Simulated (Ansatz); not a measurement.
# Amorphous C: valence band and core levels, part 7 of 7

Wanted: XPS lines and valence band of amorphous C, from a random start taken through short hot and cool dynamics.

Ansatz 0.2.0; DFT, PBE, plane-wave PAW, default files, scalar-relativistic.

So far. Step 7 (Valence states): The largest force component on a free atom is 0.035 eV/Å, a little over the usual target of 0.03 eV/Å.

**8. Core holes**

XPS shifts tell sites apart. Each chosen atom gets a core hole in a self-consistent pass of its own.

The input, input.yaml:

```yaml
crystal:
  lattice:
    - [6.1281413518, 0.0, 0.0]
    - [0.0, 6.1281413518, 0.0]
    - [0.0, 0.0, 6.1281413518]
  atoms:
    - { symbol: C_h, position: [0.6183865591, 1.0924486003, 0.0433279007] }
    - { symbol: C_h, position: [1.0285248578, 0.6097685735, 0.2796617518] }
    - { symbol: C_h, position: [0.2962978963, 0.9753868926, 0.3123837312] }
    - { symbol: C_h, position: [0.4370263895, 0.9600303009, 0.091590255] }
    - { symbol: C_h, position: [0.8110262972, 0.4819222472, -0.0497786577] }
    - { symbol: C_h, position: [0.3437455076, 0.2436110799, 0.6035357586] }
    - { symbol: C, position: [0.4053101903, 0.6304468845, 0.7666811917] }
    - { symbol: C, position: [0.474547527, 0.3957202042, 0.7372812763] }
    - { symbol: C, position: [0.6792244344, 0.0595963269, 0.5165603774] }
    - { symbol: C, position: [0.9604954542, 0.8131414681, 0.6596995797] }
    - { symbol: C, position: [0.2369089974, 0.7301427765, 0.3666171818] }
    - { symbol: C, position: [0.1918987007, 0.6845840867, 0.6114632874] }
    - { symbol: C, position: [0.7581830692, 0.1345878558, 0.7246188435] }
    - { symbol: C, position: [0.6110414251, 0.5613124145, 0.5987020924] }
    - { symbol: C, position: [1.0743904132, 1.1058982071, 0.3655865321] }
    - { symbol: C, position: [0.4563354375, 0.0750489532, 0.4820492271] }
    - { symbol: C, position: [0.8686303062, 1.0055303942, 0.054396753] }
    - { symbol: C, position: [0.8995339324, -0.0127681896, 0.8148097336] }
    - { symbol: C, position: [0.4016236459, 0.6131661341, 0.2522893243] }
    - { symbol: C, position: [0.987163048, 0.4139534415, 0.1104096476] }
    - { symbol: C, position: [0.8646248605, 0.7976753041, 0.2159560492] }
    - { symbol: C, position: [0.470827154, 0.7200312727, 0.0357129125] }
    - { symbol: C, position: [0.6946655508, 0.640516608, 0.1228220949] }
    - { symbol: C, position: [0.8758356275, 0.9303836526, 0.4362063948] }
    - { symbol: C, position: [0.5885352003, 0.5491340668, 0.3442192811] }
    - { symbol: C, position: [0.8410421247, 0.5848203456, -0.3043940867] }
    - { symbol: C, position: [0.6495671731, 0.289807253, -0.1147308136] }
    - { symbol: C, position: [1.0319138993, 0.495934413, 0.5462038524] }
    - { symbol: C, position: [0.9881687048, 0.1973017693, 0.1631395726] }
    - { symbol: C, position: [1.1363968493, 0.2788683799, 0.5276751998] }
kpoints:
  mp_grid: { grid: [2, 2, 2] }
scf:
  occupations: { method: fermi_dirac, width: 0.03 }
  n_extra_bands: 23
hamiltonian:
  xc: pbe
  pseudopotentials: { kind: paw }
output:
  forces: true
  core_levels:
    shells: { C_h: "1s" }
    counted_from: conduction_bottom
    add_spin: false
```

On the command line:

```sh
ansatz run input.yaml --threads 3 --pin off --max-ram 8192MiB --backend cpu --events-out ev --progress --plain --runs-dir out
```

Numbers of over 12 decimals in the logs are rounded to 6 here.

What it wrote:

```text
[...]
Crystal: 30 atoms, lattice volume = 230.137 Å³
Basis set: ecut = 420 eV, 4457 PW (Γ), exchange–correlation on 90×90×90 points (8 copies of the dense FFT grid, shifted against one another)
Bands: 83, of which v1, the nominal top of the filled ones, is band 60 counted from 1 (59 counted from 0)
Symmetry: 1 space group operations
[...]
k-points: 8
[...]
SCF iter   1: F=—  HF=-7504.731268 eV  |F-HF|=—  |Δ(HF+E_count)|=         —  Δρ=1.65e-2  dr2=7.12e-1  ethr=1.77e-3  ⟨swp⟩=6.4  Hψ=3027  notcnv=0  defer=50
[...]
SCF iter  10: F=-7504.587697 eV  HF=-7504.587697 eV  |F-HF|=1.16e-8  |Δ(HF+E_count)|=   5.55e-8  Δρ=2.98e-6  dr2=2.24e-8  ethr=8.33e-11  ⟨swp⟩=13.5  Hψ=3413  notcnv=0
SCF 1 converged in 10 iterations: F = -7504.587697 eV  dr2 = 2.24e-8
[...]
── core hole 1/6: 1s of C_h 0 ──
── 1s of C_h 0: 283.267 eV over the cell without the hole, in 9 iterations ──
── core hole 2/6: 1s of C_h 1 ──
── 1s of C_h 1: 284.910 eV over the cell without the hole, in 11 iterations ──
── core hole 3/6: 1s of C_h 2 ──
── 1s of C_h 2: 284.910 eV over the cell without the hole, in 10 iterations ──
── core hole 4/6: 1s of C_h 3 ──
── 1s of C_h 3: 282.983 eV over the cell without the hole, in 11 iterations ──
── core hole 5/6: 1s of C_h 4 ──
── 1s of C_h 4: 285.082 eV over the cell without the hole, in 11 iterations ──
── core hole 6/6: 1s of C_h 5 ──
── 1s of C_h 5: 283.672 eV over the cell without the hole, in 11 iterations ──
SCF converged after 10 iterations
Free energy (F): -7504.587697 eV
[...]
Internal energy: -7504.587686 eV  (E = F + TS)
E sigma→0 (E₀):  -7504.587692 eV
Entropy (-TS):   -0.000011 eV (-0.000 meV/atom)
Fermi energy:    9.257880 eV
[...]
--- Forces (eV/Å), atoms counted from 1 ---
  atom   1  C_h    -0.00539684    -0.00907989    -0.00326244
  atom   2  C_h     0.00361209    -0.00612317    -0.00086154
  atom   3  C_h     0.01441913    -0.01598962     0.00550250
  atom   4  C_h     0.01068581     0.00196460    -0.00739965
  atom   5  C_h    -0.00203300    -0.00398297    -0.00444491
  atom   6  C_h    -0.01836261    -0.00753416    -0.00730155
  atom   7  C      -0.00008036     0.00697317     0.00223885
  atom   8  C       0.01077441    -0.00014878     0.00728084
  atom   9  C       0.01222599     0.00040418     0.00718683
  atom  10  C      -0.00101500    -0.00231764    -0.00203127
  atom  11  C       0.00948961     0.00578534    -0.00693347
  atom  12  C      -0.00328423    -0.00102139     0.01073035
  atom  13  C      -0.00287337    -0.00853332     0.00320294
  atom  14  C       0.01950484    -0.00552578     0.00465109
  atom  15  C      -0.00261761     0.00053275     0.01106418
  atom  16  C      -0.01085231    -0.00447433    -0.00023165
  atom  17  C      -0.01113710    -0.00183085    -0.00432422
  atom  18  C      -0.00858222     0.01194451     0.00206190
  atom  19  C      -0.02884447     0.02379959    -0.02375271
  atom  20  C       0.00145332    -0.00923796    -0.00559780
  atom  21  C      -0.01051573     0.00277422     0.00663469
  atom  22  C      -0.00935180     0.00742194    -0.00085195
  atom  23  C       0.00476330     0.00932605     0.00113514
  atom  24  C      -0.00344614    -0.00738140     0.00504945
  atom  25  C       0.03496089    -0.00160848     0.01506435
  atom  26  C      -0.00280029     0.00798722    -0.00251732
  atom  27  C      -0.00015798     0.00036877    -0.00376104
  atom  28  C      -0.00957073     0.00084915     0.00669062
  atom  29  C      -0.00036493     0.00555826    -0.01528463
  atom  30  C       0.00931923    -0.00080281     0.00001050
  max |Σ_I F_I| component: 9.72e-5 eV/Å
--- Band table (eV; the first three rows and the last of 8) ---
  k-point 0: bands = [... 56 lower, 7.1120, 7.5326, 7.9367, 8.2267, 9.5880, 10.3288, 10.9713, 11.3295, ... 19 higher]
  k-point 1: bands = [... 56 lower, 7.1261, 7.5243, 7.6114, 8.8137, 9.8595, 10.1014, 11.1211, 11.4881, ... 19 higher]
  k-point 2: bands = [... 56 lower, 7.1513, 7.5151, 8.1187, 8.7275, 9.8046, 10.5038, 11.1254, 11.1524, ... 19 higher]
  k-point 7: bands = [... 56 lower, 6.9287, 7.4304, 7.5577, 8.4066, 9.8074, 10.6864, 11.2416, 11.4312, ... 19 higher]
--- Core levels from the conduction bottom, as differences alone (as output.core_levels.counted_from types it; a hole's nearest image at 6.1 Å) ---
  the holes have no spin, as output.core_levels.add_spin types it
  atom         alike  shell      binding/eV   shift/eV difference/eV images/eV   SCF
  C_h 0            1     1s               –     +0.000       283.267         –     9
  C_h 1            1     1s               –     +1.644       284.910         –    11
  C_h 2            1     1s               –     +1.643       284.910         –    10
  C_h 3            1     1s               –     -0.284       282.983         –    11
  C_h 4            1     1s               –     +1.816       285.082         –    11
  C_h 5            1     1s               –     +0.406       283.672         –    11
  the dataset of C_h with a 1s hole: scattering error 0.003 eV (0.001 eV in the local channel); free atom: scalar-relativistic, large and small components
```

Run time: 26 s. Hardware: 3 threads of Intel Xeon at 2.80GHz (Skylake/Cascade Lake), shared host; peak memory 0.72 GiB; 72 s of CPU time.

Each level is the free energy with the hole less that without it. The electron stays in the lowest empty state, so these are excitation energies, not binding energies. The hole's nearest image is 6.1 Å away, and the holes carry no spin, so absolute levels are rough.

| atom | region | shell | level (eV) | shift (eV) | potential at nucleus, shift (V) | j lines (eV) | doubts |
| --- | --- | --- | --- | --- | --- | --- | --- |
| C1 | - | 1s | 283.27 | -0.41 | +1.00 | - | - |
| C2 | - | 1s | 284.91 | +1.24 | +1.41 | - | - |
| C3 | - | 1s | 284.91 | +1.24 | +1.35 | - | - |
| C4 | - | 1s | 282.98 | -0.69 | +0.16 | - | - |
| C5 | - | 1s | 285.08 | +1.41 | +1.34 | - | - |
| C6 | - | 1s | 283.67 | +0.00 | +0.00 | - | - |

Shifts count from the last listed atom of each element. With the electron kept in the cell, its attraction to the hole differs by site and enters these shifts. A higher potential at the nucleus binds core electrons more tightly, so that column is a rough initial-state shift.

The C 1s lines of the listed atoms alone (other atoms of the cell aren't counted), as Gaussians 0.5 eV wide, no depth weighting. Table of intensity by C 1s level; read off at these points:

| C 1s level (eV) | intensity (%) |
| --- | --- |
| 282.00 | 8.1e-4 |
| 282.20 | 0.0406 |
| 282.40 | 0.835 |
| 282.60 | 7.32 |
| 282.80 | 27.9 |
| 283.00 | 52.2 |
| 283.15 | 58.8 |
| 283.20 | 58.3 |
| 283.40 | 50.3 |
| 283.60 | 44.7 |
| 283.80 | 31.4 |
| 284.00 | 11.0 |
| 284.20 | 1.92 |
| 284.40 | 4.34 |
| 284.60 | 27.4 |
| 284.80 | 77.4 |
| 284.96 | 100.0 |
| 285.00 | 98.6 |
| 285.20 | 58.9 |
| 285.40 | 16.7 |
| 285.60 | 2.20 |
| 285.80 | 0.131 |
| 286.00 | 0.00334 |

At this level the gap is 0.59 eV on the k-mesh of the self-consistent run, which can miss the band edges.

**9. What came out**

```
strongest listed peak within 13 eV of the zero, at 1486.7 eV : 10.1 eV binding, mostly C 2s
strongest listed peak within 13 eV of the zero, at 21.2 eV   : 5.4 eV binding, mostly C 2p
spread of the C level over the listed sites                  : 2.10 eV
```

What this shows: Over the listed sites the core levels spread as follows: C 2.10 eV. Among the sites run, the most bound C 1s level is that of C5, bonded to 4 C; the least bound, 2.10 eV shallower, that of C4, bonded to 3 C. These are excitation energies with the electron kept in the cell, so its attraction to the hole, which differs by site, enters the order. At 21.2 eV the valence spectrum has its highest listed peaks within 10.8 eV at 4.5 eV (C 2p) and 5.4 eV (C 2p). At 1486.7 eV the valence spectrum has its highest listed peaks within 22.2 eV at 10.1 eV (C 2s), 13.5 eV (C 2s), 14.6 eV (C 2s), 15.6 eV (C 2s) and 17.6 eV (C 2s). The shell named is the one with most of the intensity, cross sections included, not always the one with most states there. In the main run, from 1486.7 eV towards hard X-rays the C 2s share grows by 9 points, as its cross section falls more slowly with photon energy than those of the shells it gains on. The spectra rest on a 2×2×2 mesh, so closely spaced maxima can be ripples of the mesh. The dynamics last under a picosecond in a cell of a few dozen atoms, so the model holds more coordination defects than a real glass, and only a few sites got holes.

[Logs are printed without paths, hosts, clocks, repeated set-up lines and the standing remarks that a program may print on its own settings, such as how far it seeks lower states.]

[Hosts, paths, dates, database ids (printed as entryN), source tags and the programs' standing remarks are cut or masked in the printed files.]

[Maps of the electrostatic potential energy from Ansatz leave out the sawtooth potential of an applied field or a dipole correction, so their vacuum need not be flat; work functions include it.]
